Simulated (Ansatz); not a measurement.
**La on Ni(100): change of the work function**

Wanted: Δφ(θ) for La/Ni(100), starting from the hollow site.

Main program and level: Ansatz 0.2.0; plane-wave DFT, PBE, Ansatz PAW.

Report form: the programs' logs are mostly left out.

### Step 1. Starting point

The cell holds 4 atoms: 4 Ni. Its edges and angles: a = 2.489 Å, b = 2.489 Å, c = 23.280 Å, α = 90.0°, β = 90.0°, γ = 90.0°. Vacuum lies along c.

### Step 2. The clean slab

The bare slab comes first, as the zero from which every change is counted. The two lowest layers are held at bulk places and the upper ones relax. The dipole correction removes the false field that a one-sided slab makes across the periodic vacuum, so each face gets a flat vacuum level of its own.

input.yaml

```yaml
crystal:
  lattice:
    - [2.4890158698, 0.0, 0.0]
    - [0.0, 2.4890158698, 0.0]
    - [0.0, 0.0, 23.28]
  atoms:
    - { symbol: Ni, position: [0.5, 0.5, 0.3865979381], spin: 0.7 }
    - { symbol: Ni, position: [0.0, 0.0, 0.4621993127], spin: 0.7 }
    - { symbol: Ni, position: [0.5, 0.5, 0.5378006873], spin: 0.7 }
    - { symbol: Ni, position: [0.0, 0.0, 0.6134020619], spin: 0.7 }
magnetization:
  spin_polarized: true
kpoints:
  mp_grid: { grid: [12, 12, 1] }
hamiltonian:
  xc: pbe
scf:
  occupations: { method: fermi_dirac, width: 0.1 }
  convergence: { dr2_threshold: 1.0e-08 }
efield:
  axis: 3
  dipole_correction: true
  ramp_position: 0.97
  ramp_width: 0.06
relax:
  f_tol: 0.02
  max_steps: 60
  constraints: [{ sites: [0, 1] }]
output:
  write_potential: true
  write_density: true
  volumetric_format: npy
```

The run is started by

```sh
ansatz run input.yaml --threads 4 --pin off --max-ram 16384MiB --backend cpu --events-out ev --progress --plain --runs-dir out
```

The job ended after 41 s (4 threads of Arm Neoverse V2, shared host; peak memory 0.59 GiB).

Step by step:

```
step  energy less that of the first step (eV)  largest force component (eV/Å)
   1                                   0.0000                          0.3940
   2                                  -0.0065                          0.2673
   3                                  -0.0113                          0.0164
```

The run keeps the 8 symmetry operations that it works with, so distortions that break them were not tested.

The atoms that moved most (Å):

```
atom     dx     dy      dz  length
 Ni4  0.000  0.000  -0.044   0.044
 Ni3  0.000  0.000   0.022   0.022
```

Numbers from this step:

| Item | Value |
| --- | --- |
| energy at zero smearing | -23357.1315 eV |
| total moment | 2.748 μB |
| site moments | 0.7629, 0.6930, 0.6964, 0.7580 μB |
| work function, upper face | 4.883 eV |
| dipole along the normal | 5.34e-6 e·Å |

Running mean over 1.76 Å of the planar mean; the ramp of the sawtooth is left out. Electron's electrostatic potential energy less the Fermi level against z:

```
z (Å)  electron's electrostatic potential energy less the Fermi level (eV)
  3.0                                                                 4.88
  3.5                                                                 4.88
  4.0                                                                 4.88
  4.5                                                                 4.88
  5.0                                                                 4.88
  5.5                                                                 4.87
  6.0                                                                 4.84
  6.5                                                                 4.74
  7.0                                                                 4.38
  7.5                                                                 2.92
  8.0                                                                -1.70
  8.5                                                                -7.37
  9.0                                                                -9.86
  9.5                                                                -10.2
 10.0                                                                -10.3
 10.5                                                                -10.3
 11.0                                                                -10.3
 11.5                                                                -10.1
 12.0                                                                -10.2
 12.5                                                                -10.4
 13.0                                                                -10.9
 13.5                                                                -11.0
 14.0                                                                -10.5
 14.5                                                                -9.08
 15.0                                                                -4.60
 15.5                                                                 1.15
 16.0                                                                 3.97
 16.5                                                                 4.63
 17.0                                                                 4.81
 17.5                                                                 4.86
 18.0                                                                 4.88
 18.5                                                                 4.88
 19.0                                                                 4.88
 19.5                                                                 4.88
 20.0                                                                 4.88
```

Site moment by atom:

```
atom  site moment (μB)
 Ni1             0.763
 Ni2             0.693
 Ni3             0.696
 Ni4             0.758
```

The relaxation took 3 steps and lowered the energy by 0.011 eV; the largest force on the free atoms ends at 0.016 eV/Å.

The work function of the upper face is 4.88 eV.

### Step 3. Adsorbate added, k-mesh 4×4×1, coverage 0.111 ML

System of this step: La/Ni(100). The cell holds 37 atoms: 36 Ni and 1 La. Cell: a = 7.467 Å, b = 7.467 Å, c = 26.156 Å, α = 90.0°, β = 90.0°, γ = 90.0°. Vacuum lies along c.

The clean slab as it ended is repeated in the plane and the adsorbate is set on one face; the cell's size fixes the coverage, and the k-mesh shrinks with it to keep the sampling density about even. Adsorbate and upper layers relax, since the dipole depends on the height.

input.yaml

```yaml
crystal:
  lattice:
    - [7.4670476094, 0.0, 0.0]
    - [0.0, 7.4670476094, 0.0]
    - [0.0, 0.0, 26.1555052722]
  atoms:
    - { symbol: Ni, position: [0.1666666667, 0.1666666667, 0.3440958187], spin: 0.76 }
    - { symbol: Ni, position: [0.0, 0.0, 0.4113856677], spin: 0.69 }
    - { symbol: Ni, position: [0.1666666667, 0.1666666667, 0.4795223158], spin: 0.7 }
    - { symbol: Ni, position: [0.0, 0.0, 0.5442686139], spin: 0.76 }
    - { symbol: Ni, position: [0.1666666667, 0.5, 0.3440958187], spin: 0.76 }
    - { symbol: Ni, position: [0.0, 0.3333333333, 0.4113856677], spin: 0.69 }
    - { symbol: Ni, position: [0.1666666667, 0.5, 0.4795223158], spin: 0.7 }
    - { symbol: Ni, position: [0.0, 0.3333333333, 0.5442686139], spin: 0.76 }
[... 25 atom lines left out ...]
    - { symbol: Ni, position: [0.6666666667, 0.6666666667, 0.4113856677], spin: 0.69 }
    - { symbol: Ni, position: [0.8333333333, 0.8333333333, 0.4795223158], spin: 0.7 }
    - { symbol: Ni, position: [0.6666666667, 0.6666666667, 0.5442686139], spin: 0.76 }
    - { symbol: La, position: [0.1666666667, 0.1666666667, 0.6559041813] }
magnetization:
  spin_polarized: true
kpoints:
  mp_grid: { grid: [4, 4, 1] }
hamiltonian:
  xc: pbe
scf:
  occupations: { method: fermi_dirac, width: 0.1 }
  convergence: { dr2_threshold: 1.0e-08 }
efield:
  axis: 3
  dipole_correction: true
  ramp_position: 0.97
  ramp_width: 0.06
relax:
  f_tol: 0.02
  max_steps: 60
  constraints:
    - { sites: [0, 1, 4, 5, 8, 9, 12, 13, 16, 17, 20, 21, 24, 25, 28, 29, 32, 33] }
output:
  write_potential: true
  write_density: true
  volumetric_format: npy
```

It took 78 min on 4 threads; peak memory 12 GiB.

Relaxation path:

```
step  energy less that of the first step (eV)  largest force component (eV/Å)
   1                                   0.0000                          3.1536
   2                                  -0.6996                          3.2505
   3                                  -1.3803                          3.0403
   4                                  -1.9644                          2.2192
   5                                  -2.2843                          0.8254
   6                                  -2.3772                          0.0789
   7                                  -2.3797                          0.0256
   8                                  -2.3799                          0.0047
```

The run keeps the 8 symmetry operations that it works with, so distortions that break them were not tested.

The atoms that moved most (Å):

```
atom      dx      dy      dz  length
La37   0.000   0.000  -0.977   0.977
Ni32   0.000  -0.002   0.024   0.024
Ni24  -0.002   0.000   0.024   0.024
Ni28   0.000   0.002   0.024   0.024
Ni12   0.002   0.000   0.024   0.024
 Ni4  -0.015  -0.015   0.010   0.024
 Ni8  -0.015   0.015   0.010   0.024
Ni16   0.015  -0.015   0.010   0.024
```

Final coordinates:

```cif
data_structure
_symmetry_space_group_name_H-M 'P 1'
_symmetry_Int_Tables_number 1
_cell_length_a 7.4670
_cell_length_b 7.4670
_cell_length_c 26.1555
_cell_angle_alpha 90.000
_cell_angle_beta 90.000
_cell_angle_gamma 90.000
_cell_volume 1458.35
loop_
_atom_site_label
_atom_site_type_symbol
_atom_site_fract_x
_atom_site_fract_y
_atom_site_fract_z
_atom_site_occupancy
Ni1 Ni 0.16667 0.16667 0.34410 1
Ni2 Ni 0.00000 0.00000 0.41139 1
Ni3 Ni 0.16667 0.16667 0.47977 1
Ni4 Ni 0.99799 0.99799 0.54467 1
Ni5 Ni 0.16667 0.50000 0.34410 1
Ni6 Ni 0.00000 0.33333 0.41139 1
Ni7 Ni 0.16667 0.50155 0.47931 1
Ni8 Ni 0.99799 0.33534 0.54467 1
Ni9 Ni 0.16667 0.83333 0.34410 1
Ni10 Ni 0.00000 0.66667 0.41139 1
Ni11 Ni 0.16667 0.83179 0.47931 1
Ni12 Ni 0.00032 0.66667 0.54517 1
Ni13 Ni 0.50000 0.16667 0.34410 1
Ni14 Ni 0.33333 0.00000 0.41139 1
Ni15 Ni 0.50155 0.16667 0.47931 1
Ni16 Ni 0.33534 0.99799 0.54467 1
Ni17 Ni 0.50000 0.50000 0.34410 1
Ni18 Ni 0.33333 0.33333 0.41139 1
Ni19 Ni 0.50146 0.50146 0.47918 1
Ni20 Ni 0.33534 0.33534 0.54467 1
Ni21 Ni 0.50000 0.83333 0.34410 1
Ni22 Ni 0.33333 0.66667 0.41139 1
Ni23 Ni 0.50146 0.83187 0.47918 1
Ni24 Ni 0.33301 0.66667 0.54517 1
Ni25 Ni 0.83333 0.16667 0.34410 1
Ni26 Ni 0.66667 0.00000 0.41139 1
Ni27 Ni 0.83179 0.16667 0.47931 1
Ni28 Ni 0.66667 0.00032 0.54517 1
Ni29 Ni 0.83333 0.50000 0.34410 1
Ni30 Ni 0.66667 0.33333 0.41139 1
Ni31 Ni 0.83187 0.50146 0.47918 1
Ni32 Ni 0.66667 0.33301 0.54517 1
Ni33 Ni 0.83333 0.83333 0.34410 1
Ni34 Ni 0.66667 0.66667 0.41139 1
Ni35 Ni 0.83187 0.83187 0.47918 1
Ni36 Ni 0.66667 0.66667 0.54476 1
La37 La 0.16667 0.16667 0.61855 1
```

This step gave:

- energy at zero smearing: -216466.4342 eV
- total moment: 22.24 μB
- work function, upper face: 2.616 eV
- work function, lower face: 4.896 eV
- dipole along the normal: 0.7025 e·Å
- step between the vacuum levels: -2.280 eV

Running mean over 1.76 Å of the planar mean; the ramp of the sawtooth is left out. Table of electron's electrostatic potential energy less the Fermi level by z:

```
z (Å)  electron's electrostatic potential energy less the Fermi level (eV)
  3.5                                                                 4.90
  4.0                                                                 4.90
  4.5                                                                 4.89
  5.0                                                                 4.89
  5.5                                                                 4.88
  6.0                                                                 4.86
  6.5                                                                 4.75
  7.0                                                                 4.39
  7.5                                                                 2.93
  8.0                                                                -1.70
  8.5                                                                -7.37
  9.0                                                                -9.87
  9.5                                                                -10.2
 10.0                                                                -10.3
 10.5                                                                -10.3
 11.0                                                                -10.3
 11.5                                                                -10.2
 12.0                                                                -10.2
 12.5                                                                -10.4
 13.0                                                                -10.7
 13.5                                                                -10.8
 14.0                                                                -10.4
 14.5                                                                -9.41
 15.0                                                                -5.85
 15.5                                                                -1.25
 16.0                                                                0.525
 16.5                                                                0.780
 17.0                                                                 1.27
 17.5                                                                 1.91
 18.0                                                                 2.37
 18.5                                                                 2.53
 19.0                                                                 2.58
 19.5                                                                 2.60
 20.0                                                                 2.61
 20.5                                                                 2.61
 21.0                                                                 2.62
 21.5                                                                 2.62
 22.0                                                                 2.62
 22.5                                                                 2.62
 23.0                                                                 2.62
```

Site moment by element, in μB:

```
element  atoms    mean  spread (r.m.s.)   least  largest
     Ni     36   0.663            0.111   0.372    0.762
     La      1  -0.074            0.000  -0.074   -0.074
```

The atoms farthest from the mean of their element:

```
atom          x, y, z (Å)  site moment (μB)
 Ni4  -0.02, -0.02, 14.25             0.372
 Ni8   -0.02, 2.50, 14.25             0.372
Ni16   2.50, -0.02, 14.25             0.372
Ni20    2.50, 2.50, 14.25             0.372
Ni29     6.22, 3.73, 9.00             0.762
Ni17     3.73, 3.73, 9.00             0.762
Ni33     6.22, 6.22, 9.00             0.762
Ni21     3.73, 6.22, 9.00             0.762
```

The relaxation took 8 steps and lowered the energy by 2.4 eV; the largest force on the free atoms ends at 0.0047 eV/Å.

The covered face has 2.62 eV, -2.27 eV against the clean one; the bare back face has moved by +0.01 eV, a measure of how thin the slab is.

[end of part 1 of 2]

[Logs are printed without paths, hosts, clocks, repeated set-up lines and the standing remarks that a program may print on its own settings, such as how far it seeks lower states.]

[Hosts, paths, dates, database ids (printed as entryN), source tags and the programs' standing remarks are cut or masked in the printed files.]

[Maps of the electrostatic potential energy from Ansatz leave out the sawtooth potential of an applied field or a dipole correction, so their vacuum need not be flat; planar profiles and work functions include it.]
